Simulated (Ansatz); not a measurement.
FeNi3 (Pm-3m): the Drude term of Re ε in the infrared

Re ε of FeNi3 (Pm-3m) at low photon energies is read from one computed spectrum; the carriers' damping was typed as γ = 0.03 eV.

Symmetry: Pm-3m, No. 221, cubic system. The conventional cell has a = 3.545 Å, b = 3.545 Å, c = 3.545 Å, α = 90.00°, β = 90.00°, γ = 90.00°. Ni on site c is surrounded by 8 Ni at 2.51 Å and 4 Fe at 2.51 Å. Around Fe on site a lie 12 Ni at 2.51 Å.

Method: Ansatz 0.2.0, PBE, independent particles, k-mesh 10×10×10 with interpolation inside its cells, Gaussian parameter 0.15 eV.

Launch of the response step: `ansatz run input.yaml --threads 4 --pin off --max-ram 8192MiB --backend cpu --events-out ev --progress --plain --runs-dir out`. The run took 2.4 min, on 4 threads of AMD EPYC (Zen 3) (shared host).

| photon energy E (eV) | wavelength (µm) | Re ε |
| --- | --- | --- |
| 0.25 | 4.96 | -498.5 |
| 0.30 | 4.13 | -332.7 |
| 0.35 | 3.54 | -233.3 |
| 0.40 | 3.10 | ? |
| 0.50 | 2.48 | -97.6 |
| 0.60 | 2.07 | -55.8 |
| 0.70 | 1.77 | -26.7 |

A Drude term over a constant background gives Re ε = ε_b − ωp²/(E² + γ²), linear in 1/(E² + γ²).

Working, on the rows shown:

| x = 1/(E² + γ²) (eV⁻²) | y = Re ε |
| --- | --- |
| 15.7729 | -498.5 |
| 11.0011 | -332.7 |
| 8.10373 | -233.3 |
| 3.98565 | -97.6 |
| 2.77085 | -55.8 |
| 2.03707 | -26.7 |

Means: x̄ = 7.2785, ȳ = -207.43. Σ(x − x̄)(y − ȳ) = -4953, Σ(x − x̄)² = 145.3. Slope = -4953 / 145.3 = -34.08; intercept = ȳ − slope · x̄ = 40.61. The line misses the rows shown by at most 2.4.

**Question.** Predict the last column of the withheld row from the fit.

**Answer.** At x = 6.215 the line gives y = -171.19. The run gave -170.2, so the interpolation is off by 0.99, 0.2 % of the range in the table.

Refitted with all rows, the slope is -34.08 and the intercept 40.795. These give ωp = √(−slope) = 5.84 eV, against 5.95 eV from the program's Fermi-surface sum, and an intercept of 40.8. Taking the program's Drude term off the rows leaves 60 at the lowest energy and 45 at the highest, so the background isn't constant: interband transitions lie in or near the window, and neither fitted number can be trusted. The values come from a sum over the points of one k-mesh and carry its error, which is largest for Fermi-surface quantities.
